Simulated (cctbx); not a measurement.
# Which space group?

Cell: a = 12.5280 Å, b = 7.4780 Å, c = 6.7140 Å, α = 90.00°, β = 90.00°, γ = 90.00°. Expected content of the cell: Cs4 Ag8 Cl8 F4.

Simulated single-crystal data (cctbx): Mo Kα, λ = 0.71073 Å, to d = 0.65 Å, 50 % of the full sphere, strongest reflection 5000 counts, noise from counting, a 4 % proportional error and a noise floor of 15 counts (s.d.); no absorption.

Tests on the unmerged data give:

```text
4761 reflections to d = 0.650 A
centring   violations  <I/sigma> of those
    A        642 of  2381      3.4
    B        649 of  2411      3.3
    C        165 of  2358      1.0
    I        611 of  2341      3.3
    R        897 of  3182      3.5
    F        728 of  3575      2.6
Laue class    unique    Rint  (classes that these axes allow; Friedel mates merged)
P -1             3554   0.098
P 1 2/m 1        2317   0.104
P 1 1 2/m        2339   0.102
P 2/m 1 1        2291   0.108
P m m m          1388   0.110
space group    extra absences  I>4sigma  <I/sigma>
P 2 2 2                 0          0         -  acentric
P 2 2 21                3          0       0.1  acentric
P 21 2 2               11          0      -0.2  acentric
P 2 21 2                4          0       0.1  acentric
P 21 21 2              15          0      -0.1  acentric
P 2 21 21               7          0       0.1  acentric
P 21 2 21              14          0      -0.1  acentric
P 21 21 21             18          0      -0.1  acentric
P m m 2                 0          0         -  acentric
P 2 m m                 0          0         -  acentric
P m 2 m                 0          0         -  acentric
P m c 21              152          0       0.0  acentric
P b 21 m               90          0      -0.1  acentric
P b m 2                90          0      -0.1  acentric
P 2 c m               152          0       0.0  acentric
P b c 21              242          0      -0.0  acentric
P b 2 n               268          0      -0.1  acentric
P 21 m n              182          0      -0.1  acentric
P m 21 n              182          0      -0.1  acentric
P 21 c n              334          0      -0.0  acentric
P m m m                 0          0         -  centric
P b m m                90          0      -0.1  centric
P m c m               152          0       0.0  centric
P b m n               268          0      -0.1  centric
P b c m               242          0      -0.0  centric
P m m n :1            182          0      -0.1  centric
P m m n :2            182          0      -0.1  centric
P b c n               420          0      -0.0  centric
P m c n               334          0      -0.0  centric
Wilson B = 0.98 A^2   <|E^2-1|> = 0.962 (0.968 centric, 0.736 acentric)   E^2>4: 4.7 %
shell (A)         n   <I/sigma>
12.53 - 1.30    198     10.1
 1.30 - 1.03    174      8.1
 1.03 - 0.90    173      7.4
 0.90 - 0.82    172      5.1
 0.82 - 0.76    164      5.3
 0.76 - 0.72    174      3.9
 0.72 - 0.68    157      3.7
 0.68 - 0.65    176      3.3
```

Q: Read the symmetry from these tables.

Every centring test has many violations, so the lattice is primitive.

Rint stays low (0.098 to 0.110) up to P m m m, the highest class in these axes.

29 settings pass the absence test. The most absences obeyed, 420, belong to P b c n alone.

⟨|E²−1|⟩ = 0.962 leans to a centrosymmetric structure. The Wilson B of 0.98 Å² means U ≈ 0.0124 Å².

The true group is Pbcn (no. 60), Laue class mmm, centrosymmetric. The tables fix it.

The model is made up (kin elements in a known structure type, no relaxation), so it says nothing on whether the phase exists.

[Logs are printed without paths, hosts, clocks, repeated set-up lines and the standing remarks that a program may print on its own settings, such as how far it seeks lower states.]
